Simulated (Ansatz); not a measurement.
# Ca3PbO (model cell, started as antiperovskite): phonons and vibrational spectra, part 2 of 2

Task: relax Ca3PbO (model cell, started as antiperovskite), then find its harmonic phonons.

Ansatz 0.2.0; DFT LDA, scalar-relativistic, plane waves, PAW; PAW set soft_1.

So far. Step 4 (Tight relaxation): The forces vanish by symmetry and the pressure is -0.004 GPa, within the tolerances set. The cell now holds 21.13 Å³/atom. The relaxed cell has a = 4.728 Å (conventional setting).

### 5. Zone-centre response

The zone centre comes first: it holds the modes that light can see, as far as symmetry allows. No field response is asked, since the mesh shows no gap.

The input, input.yaml:

```yaml
crystal:
  lattice:
    - [4.7275928718, 0.0, 0.0]
    - [0.0, 4.7275928718, 0.0]
    - [0.0, 0.0, 4.7275928718]
  atoms:
    - { symbol: Pb, position: [0.0, 0.0, 0.0] }
    - { symbol: O, position: [0.5, 0.5, 0.5] }
    - { symbol: Ca, position: [0.5, 0.5, 0.0] }
    - { symbol: Ca, position: [0.5, 0.0, 0.5] }
    - { symbol: Ca, position: [0.0, 0.5, 0.5] }
kpoints:
  mp_grid: { grid: [8, 8, 8] }
hamiltonian:
  xc: lda
  pseudopotentials: { kind: paw, azcp: { folder: soft_1 }, xc_functional: pbe }
scf:
  occupations: { method: methfessel_paxton, width: 0.2 }
output:
  eigenvalues: true
phonons:
  method: dfpt
```

Started as:

```console
> ansatz run input.yaml --threads 4 --pin off --max-ram 16384MiB --backend cpu --events-out ev --progress --plain --runs-dir out
```

Numbers of over 12 decimals in the logs are rounded to 6 here.

Output:

```text
zone centre: on kpoints.mp_grid the ground state, and the responses unless they are solved on pairs of k-points, stand on 125 of the mesh's 512 k-points, reduced under 8 symmetry operations, with k and −k counted as one. Each operation leaves every solved displacement unchanged or reverses it
[...]
Crystal: 5 atoms, lattice volume = 105.662 Å³
Basis set: ecut = 420 eV, 2103 PW (Γ), exchange–correlation on 64×64×64 points (8 copies of the dense FFT grid, shifted against one another)
Bands: 30, of which v1, the nominal top of the filled ones, is band 25 counted from 1 (24 counted from 0)
Symmetry: 48 space group operations
k-points: 125 of 512 (irreducible under 8 space group operations)
[...]
SCF iter   1: F=—  HF=-17486.717088 eV  |F-HF|=—  |Δ(HF+E_count)|=         —  Δρ=1.09e-1  dr2=1.44e1  ethr=3.10e-3  ⟨swp⟩=9.2  Hψ=42026  notcnv=0
[...]
SCF iter  11: F=-17483.338057 eV  HF=-17483.338057 eV  |F-HF|=0.00e0  |Δ(HF+E_count)|=  3.64e-12  S|Δr|=    0.00e0  Δρ=2.00e-8  dr2=3.01e-13  ethr=1.00e-12  ⟨swp⟩=12.8  Hψ=25094  notcnv=0
SCF 1 converged in 11 iterations: F = -17483.338057 eV  dr2 = 3.01e-13
[...]
DFPT response loops at Γ: preconditioner auto → Kerker (q_TF=auto, 2.408 Å⁻¹) (partly filled bands, converged f_vac=0.000); β = 1.00, the filter's whole step (`scf.mixing.beta` (0.50) is not read by the response loops under this deck's `scf.mixing.preconditioner`; to damp them name `kerker` or `kerker_dos`, under which they read `scf.mixing.beta`, and type it under 1.00, their step now; both keys bind the ground state too); Broyden in place of MSR1
SCF converged after 11 iterations
[...]
Free energy (F): -17483.338057 eV
[...]
Internal energy: -17483.338815 eV  (E = F + TS)
E sigma→0 (E₀):  -17483.338247 eV
Entropy (-TS):   0.000758 eV (0.152 meV/atom)
Fermi energy:    10.381218 eV
[...]
--- Band table (eV; the first three rows and the last of 125) ---
  k-point 0: bands = [... 21 lower, 6.0589, 10.3197, 10.3197, 10.5695, 10.5695, 10.5695, 10.9667, 10.9667, ... 6 higher]
  k-point 1: bands = [... 21 lower, 6.0404, 9.2934, 10.1847, 10.1847, 10.4400, 10.9954, 11.0104, 11.4547, ... 6 higher]
  k-point 2: bands = [... 21 lower, 5.9963, 8.1275, 9.7811, 9.7811, 10.7774, 11.1278, 11.4246, 12.1620, ... 6 higher]
  k-point 124: bands = [... 21 lower, 4.7078, 8.7612, 8.7612, 8.7612, 11.4317, 11.4317, 11.4317, 12.9028, ... 6 higher]
--- Phonons (Γ-DFPT): 4 representative perturbations + reference, on 125 of 512 k-points (Σ response iterations 12) ---
  k mesh reduced under 8 symmetry operations, with k and −k counted as one. Each operation leaves every solved displacement unchanged or reverses it
  ASR residual: 3.400e-5 → 0.000e0 eV/Å²; symmetrization residual: 8.547e-6 eV/Å²
  ASR residual per site (eV/Å²): 3.40e-5 3.29e-5 1.14e-5 1.14e-5 1.14e-5
  Γ frequencies (cm⁻¹): 0.00 0.00 0.00 107.30 107.30 107.30 154.38 154.38 154.38 255.07 255.07 255.07 303.52 303.52 303.52
  non-analytic LO–TO correction: not included (Born effective charges unavailable; polar crystals: no LO–TO splitting at Γ)
```

It took 51 s on 4 threads of Arm Neoverse V2, shared host; peak memory 1.5 GiB.

This step gave:

| Property | Result |
| --- | --- |
| sum-rule residual before enforcement | 3.40e-5 eV/Å² |
| point group | m-3m |
| highest optical mode at the zone centre (no LO-TO term) | 303.5 cm⁻¹ |
| lowest optical zone-centre mode | 107.3 cm⁻¹ |

Patterns of degenerate modes are one choice out of their space. The modes at Γ (shares of kinetic energy by element, %):

```
mode  frequency (cm⁻¹)  symmetry  Pb %  O %  Ca %
   1               0.0  acoustic    60    5    35
   2               0.0  acoustic    60    5    35
   3               0.0  acoustic    60    5    35
   4             107.3       T1u    39    5    56
   5             107.3       T1u    39    5    56
   6             107.3       T1u    39    5    56
   7             154.4       T2u     0    0   100
   8             154.4       T2u     0    0   100
   9             154.4       T2u     0    0   100
  10             255.1       T1u     0    1    99
  11             255.1       T1u     0    1    99
  12             255.1       T1u     0    1    99
  13             303.5       T1u     0   90    10
  14             303.5       T1u     0   90    10
  15             303.5       T1u     0   90    10
```

Displacements in mode 5 (107.3 cm⁻¹), the largest set to 1:
```
Pb1  0.00  0.59  0.35
O2   0.00 -0.74 -0.44
Ca3  0.00 -0.89 -0.59
Ca4  0.00 -1.00 -0.53
Ca5  0.00 -0.89 -0.53
```

Displacements in mode 9 (154.4 cm⁻¹), the largest set to 1:
```
Pb1  0.00  0.00  0.00
O2   0.00  0.00  0.00
Ca3  0.05  0.50  0.00
Ca4 -0.05  0.00  1.00
Ca5  0.00 -0.50 -1.00
```

Before it was imposed, the acoustic sum rule was missed by 3.4e-5 eV/Å². Small misses are needed for a sound result but don't prove that mesh and cutoff are converged. The lowest optical mode is real, 107 cm⁻¹.

### 6. Phonons on a q mesh

Stability and thermal properties need the whole zone. Linear response on a 2×2×2 q mesh gives force constants as far as a supercell of that size would.

input.yaml, as its differences from that of step 5:

```diff
@@ -22 +22,8 @@
   method: dfpt
+  qmesh: [2, 2, 2]
+  temperatures: { t_max: 1000, t_step: 50 }
+  qpath:
+    path:
+      - [[0.0, 0.0, 0.0], [0.0, 0.5, 0.0], [0.5, 0.5, 0.0], [0.0, 0.0, 0.0], [0.5, 0.5, 0.5], [0.0, 0.5, 0.0]]
+      - [[0.5, 0.5, 0.5], [0.5, 0.5, 0.0]]
+    npoints: 10
```

Output:

```text
[...]
Crystal: 5 atoms, lattice volume = 105.662 Å³
Basis set: ecut = 420 eV, 2103 PW (Γ), exchange–correlation on 64×64×64 points (8 copies of the dense FFT grid, shifted against one another)
Bands: 30, of which v1, the nominal top of the filled ones, is band 25 counted from 1 (24 counted from 0)
Symmetry: 48 space group operations
k-points: 35 of 512
[...]
SCF iter   1: F=—  HF=-17486.716961 eV  |F-HF|=—  |Δ(HF+E_count)|=         —  Δρ=1.09e-1  dr2=1.44e1  ethr=3.10e-3  ⟨swp⟩=9.3  Hψ=11863  notcnv=0
[...]
SCF iter  11: F=-17483.338057 eV  HF=-17483.338057 eV  |F-HF|=0.00e0  |Δ(HF+E_count)|=    0.00e0  S|Δr|=    0.00e0  Δρ=2.00e-8  dr2=2.88e-13  ethr=1.00e-12  ⟨swp⟩=12.7  Hψ=6877  notcnv=0
SCF 1 converged in 11 iterations: F = -17483.338057 eV  dr2 = 2.88e-13
[...]
SCF iter   5: F=-17483.338057 eV  HF=-17483.338057 eV  |F-HF|=3.64e-12  |Δ(HF+E_count)|=  3.64e-12  S|Δr|=    0.00e0  Δρ=1.06e-7  dr2=7.27e-12  ethr=1.00e-12  ⟨swp⟩=2.2  Hψ=2164  notcnv=0
SCF 2 converged in 5 iterations: F = -17483.338057 eV  dr2 = 7.27e-12
phonons: the bands overlap, so this run is a metal and interpolates without the dipole-dipole term. If the crystal is really an insulator or semiconductor, its LO-TO splitting is missing
NSCF: frozen V_eff on 35 k-points
[...]
DFPT response loops at q = (0, 0, 0) (fractional): preconditioner auto → Kerker (q_TF=auto, 2.408 Å⁻¹) (partly filled bands, converged f_vac=0.000); β = 1.00, the filter's whole step (`scf.mixing.beta` (0.50) is not read by the response loops under this deck's `scf.mixing.preconditioner`; to damp them name `kerker` or `kerker_dos`, under which they read `scf.mixing.beta`, and type it under 1.00, their step now; both keys bind the ground state too); Broyden in place of MSR1
[...]
SCF converged after 11 iterations
[...]
Free energy (F): -17483.338057 eV
[...]
Internal energy: -17483.338815 eV  (E = F + TS)
E sigma→0 (E₀):  -17483.338247 eV
Entropy (-TS):   0.000758 eV (0.152 meV/atom)
Fermi energy:    10.381218 eV
[...]
--- Band table (eV; the first three rows and the last of 35) ---
  k-point 0: bands = [... 21 lower, 6.0589, 10.3197, 10.3197, 10.5695, 10.5695, 10.5695, 10.9667, 10.9667, ... 6 higher]
  k-point 1: bands = [... 21 lower, 6.0404, 9.2934, 10.1847, 10.1847, 10.4400, 10.9954, 11.0104, 11.4547, ... 6 higher]
  k-point 2: bands = [... 21 lower, 5.9963, 8.1275, 9.7811, 9.7811, 10.7774, 11.1278, 11.4246, 12.1620, ... 6 higher]
  k-point 34: bands = [... 21 lower, 4.7078, 8.7612, 8.7612, 8.7612, 11.4317, 11.4317, 11.4317, 12.9028, ... 6 higher]
--- Phonons (Γ-DFPT): 4 representative perturbations + reference (Σ response iterations 12) ---
  ASR residual: 3.181e-5 → 0.000e0 eV/Å²; symmetrization residual: 9.153e-6 eV/Å²
  ASR residual per site (eV/Å²): 2.95e-5 3.18e-5 7.90e-6 7.90e-6 7.90e-6
[...]
--- Phonons (arbitrary-q DFPT): 4 irreducible q on the 2×2×2 mesh ---
  q = [0.0000, 0.0000, 0.0000] (star 1, of the zone-centre solve; hermiticity 2.61e-6, symmetrization 4.35e-12): -0.00 -0.00 -0.00 107.30 107.30 107.30 154.38 154.38 154.38 255.07 255.07 255.07 303.52 303.52 303.52
  q = [0.0000, 0.0000, -0.5000] (star 3, 9 solved perturbations in 975 linear systems a pass and spin channel, the states on 125 of 512 k-point pairs; hermiticity 1.92e-6, symmetrization 8.08e-8): 68.48 68.48 84.41 117.51 117.51 153.72 172.14 172.14 188.64 235.18 235.18 244.37 306.49 306.49 396.45
[...]
sum rule: each row above includes the acoustic sum rule's correction from the zone centre's row sums; it moved no ω² by more than (0.74 cm⁻¹)²
  mesh force constants: q→R imaginary residual 5.04e-18; ASR residual 3.181e-5 → 0.000e0 eV/Å²; symmetrization residual 4.441e-15 eV/Å²
  interpolated dispersion: 62 rows × 15 modes
  density of states and harmonic sums: on the 14×14×14 q-mesh, interpolated from the force constants of a 2×2×2 supercell (no non-analytic term)
  largest difference from the sums on the solved wave vectors: F 8.77e-2 eV, S 1.20e-4 and C_V 3.22e-5 eV/K
  zero-point energy: 0.176510 eV/cell   skipped modes (ω ≤ 0): 3   left out of the sums: 7.29e-5 of the cell's modes: C_V's classical limit lies that fraction below 3 k_B per atom; for a crystal, a wire or a layer, F and S can be off by more, and a phonons.interpolated_qmesh denser along its periods is the remedy for the sampling
```

The job ended after 3.4 min (4 threads; peak memory 1.3 GiB; 13 min of CPU time).

Numbers from this step:

```
sum-rule residual before enforcement                    : 3.18e-5 eV/Å²
lowest frequency on the path                            : 0 cm⁻¹
highest frequency on the path or at a solved wavevector : 396.5 cm⁻¹
mean frequency                                          : 189.8 cm⁻¹
Debye temperature (second moment)                       : 395 K
logarithmic mean frequency                              : 163.6 cm⁻¹
lowest mode on the q mesh (acoustic modes at Γ apart)   : 68.48 cm⁻¹
zero-point energy per atom                              : 35.3 meV
heat capacity at 300 K                                  : 22.96 J/(mol atoms K)
vibrational entropy at 300 K                            : 32.02 J/(mol atoms K)
```

Frequencies (cm⁻¹) solved at each irreducible wavevector; negative means imaginary. Frequencies by wavevector, by row:

```
q in reciprocal lattice units  star  mode 1  mode 2  mode 3  mode 4  mode 13  mode 14  mode 15
                        0 0 0     1       0       0       0   107.3    303.5    303.5    303.5
                     0 0 -0.5     3    68.5    68.5    84.4   117.5    306.5    306.5    396.4
                  0 -0.5 -0.5     3    73.4    75.8    75.8    83.3      306    349.2    349.2
               -0.5 -0.5 -0.5     1    76.8    76.8    76.8    77.4    355.7    355.7    355.7
```

Interpolated from a 2×2×2 q mesh. The phonon branches at the labelled points (cm⁻¹):

```
    point  branch 1  branch 2  branch 3  branch 4  branch 12  branch 13  branch 14  branch 15
        Γ         0         0         0       107        255        304        304        304
  halfway        50        50        67       114        254        305        305        352
        X        68        68        84       118        244        306        306        396
  halfway        71        71        78       110        284        304        329        374
        M        73        76        76        83        302        306        349        349
  halfway        54        62        76       118        276        304        340        341
        Γ         0         0         0       107        255        304        304        304
  halfway        65        65        77       115        293        333        333        337
        R        77        77        77        77        340        356        356        356
  halfway        72        74        78       100        302        327        333        363
        X        68        68        84       118        244        306        306        396
jump to R        77        77        77        77        340        356        356        356
  halfway        76        77        77        80        316        335        352        352
        M        73        76        76        83        302        306        349        349
```

The phonon density of states has structure finer than the step of the table below, so its rows give means over 20 cm⁻¹, whole bins alone (the curve runs from 2.5 to 398 cm⁻¹). Peaks (cm⁻¹: height): 77.5: 0.193, 117.5: 0.112, 172.5: 0.0699, 217.5: 0.0752, 307.5: 0.102, 352.5: 0.0659.

Tetrahedra on a 14×14×14 mesh, mean over bins of 5 cm-1. Interpolated from a 2×2×2 q mesh. Table of phonon density of states by wavenumber; means over each step:

```
wavenumber (cm⁻¹)  phonon density of states (1/cm⁻¹/cell)
               20                                 0.00144
               40                                 0.00836
               60                                  0.0546
               80                                  0.0948
              100                                  0.0285
              120                                  0.0706
              140                                  0.0436
              160                                  0.0502
              180                                  0.0505
              200                                  0.0478
              220                                  0.0636
              240                                  0.0340
              260                                  0.0126
              280                                  0.0169
              300                                  0.0406
              320                                  0.0486
              340                                  0.0422
              360                                  0.0320
              380                                 0.00826
```

Phonopy on the run's constants, 13x13x13 mesh, Gaussian sigma 3.1 cm-1. Interpolated from a 2×2×2 q mesh. Table of partial phonon density of states by wavenumber; read off at these points; values in 1/cm⁻¹/cell:

```
wavenumber (cm⁻¹)       Ca        O       Pb
            -10.0        0        0        0
              0.0   5.7e-5   1.0e-5   9.7e-5
             10.0   2.8e-5   4.4e-6   4.6e-5
             20.0   5.6e-4   7.2e-5  0.00109
             30.0   8.2e-4   1.1e-4  0.00187
             40.0  0.00168   2.0e-4  0.00458
             50.0  0.00337   3.8e-4   0.0126
             60.0  0.00531   5.1e-4   0.0339
             70.0  0.00789   5.1e-4    0.126
             76.0  0.00862   4.2e-4    0.164
             80.0   0.0115   2.5e-4   0.0913
             90.0   0.0200   1.2e-5  0.00150
            100.0   0.0276   7.9e-5  0.00135
            110.0   0.0443  0.00107  0.00569
            116.2   0.0825  0.00301   0.0109
            120.0   0.0697  0.00275  0.00798
            130.0   0.0467  0.00127  0.00246
            140.0   0.0408  0.00112  0.00165
            150.0   0.0347   8.3e-4   6.6e-4
            160.0   0.0490   9.2e-4   6.3e-4
            170.0   0.0580   9.2e-4   7.7e-4
            172.7   0.0607   9.2e-4   6.9e-4
            180.0   0.0443   7.0e-4   4.4e-4
            190.0   0.0435  0.00116   3.0e-4
            200.0   0.0421  0.00120   1.9e-4
            210.0   0.0620  0.00144   2.1e-4
            215.6   0.0639  0.00148   2.1e-4
            220.0   0.0621  0.00133   1.9e-4
            230.0   0.0566  0.00117   9.6e-5
            240.0   0.0329   4.8e-4   2.0e-5
            250.0   0.0132   1.2e-4   1.0e-5
            260.0   0.0124   2.5e-4   1.0e-5
            270.0   0.0167   6.0e-4   7.7e-6
            280.0   0.0174  0.00102        0
            290.0   0.0163  0.00206        0
            300.0   0.0156   0.0174   4.1e-6
            307.0   0.0175   0.0657   3.0e-5
            310.0   0.0154   0.0556   2.0e-5
            320.0   0.0108   0.0378   3.0e-5
            330.0  0.00734   0.0321   3.0e-5
            340.0  0.00428   0.0387   4.0e-5
            350.0  0.00263   0.0518   6.0e-5
            360.0  0.00150   0.0253   2.3e-5
            370.0   9.7e-4   0.0115   1.0e-5
            380.0   7.4e-4  0.00733        0
            390.0   3.8e-4  0.00338        0
            400.0   2.9e-5   2.4e-4        0
            410.0        0        0        0
```

Harmonic thermodynamic functions per atom, from the density of states. Interpolated from a 2×2×2 q mesh. Thermodynamic functions, by row:

```
T (K)  F_vib (meV/atom)  S (J/mol-atom/K)  C_V (J/mol-atom/K)
    0              35.3                 0                   0
   50             34.77             3.429               6.753
  100             31.14             10.65               14.37
  200             13.31             23.09               20.92
  300             -15.5             32.02               22.96
  400            -52.32             38.76               23.79
  500            -95.37             44.12               24.19
  600            -143.4             48.55               24.41
  700            -195.8             52.32               24.55
  800            -251.7              55.6               24.64
  900            -310.9             58.51                24.7
 1000            -372.9             61.12               24.75
```

Harmonic mean-square displacement, third of the trace. Interpolated from a 2×2×2 q mesh. Mean square displacements, by row:

```
T (K)  Pb1 U_eq (Å²)  O2 U_eq (Å²)  Ca3 U_eq (Å²)  Ca4 U_eq (Å²)  Ca5 U_eq (Å²)
    0        0.00116       0.00348        0.00264        0.00264        0.00264
  100        0.00265       0.00396        0.00373        0.00373        0.00373
  300        0.00743       0.00692        0.00881        0.00881        0.00881
  600        0.01477       0.01264        0.01713        0.01713        0.01713
```

Symmetry leaves 4 wavevectors to solve. The lowest mode among them, the acoustic zeros apart, lies at q = (0, 0, -0.5) and is real, 68.5 cm⁻¹.

### 7. Outcome

| Quantity | Value |
| --- | --- |
| space group after relaxation (within 0.01 Å) | Pm-3m |
| volume per atom | 21.1 Å³ |
| electronic character | no gap on this mesh |
| highest optical mode at the zone centre (no LO-TO term) | 304 cm⁻¹ |
| lowest optical zone-centre mode | 107 cm⁻¹ |
| lowest mode on the q mesh (acoustic modes at Γ apart) | 68.5 cm⁻¹ |
| highest frequency on the path or at a solved wavevector | 396 cm⁻¹ |
| zero-point energy per atom | 35.3 meV |
| heat capacity at 300 K | 23.0 J/(mol atoms K) |
| vibrational entropy at 300 K | 32.0 J/(mol atoms K) |
| Debye temperature (second moment) | 395 K |
| imaginary modes on the 2×2×2 q mesh | none |

What this shows: The structure is a minimum as far as tested: no mode is imaginary at the 4 irreducible wavevectors of the 2×2×2 mesh, and the softest away from the acoustic zeros lies at 68 cm⁻¹. The optical modes at Γ span 107 to 304 cm⁻¹. The highest mode in this list at Γ, 303.5 cm⁻¹, is mostly motion of O (90 % of the kinetic energy). With no gap, or one that is small against the smearing, the frequencies hang on the k mesh and the smearing, most of all near Kohn anomalies. Spin-orbit coupling is left out, which can matter for the heavy elements here. The PAW files were made for PBE and serve the other functionals too. The starting cell was built on a prototype and not taken from a measurement, so the phase need not exist. These are harmonic frequencies at zero temperature: anharmonic shifts, linewidths and thermal expansion are left out.

[Logs are printed without paths, hosts, clocks, repeated set-up lines and the standing remarks that a program may print on its own settings, such as how far it seeks lower states.]

[Hosts, paths, dates, database ids (printed as entryN), source tags and the programs' standing remarks are cut or masked in the printed files.]
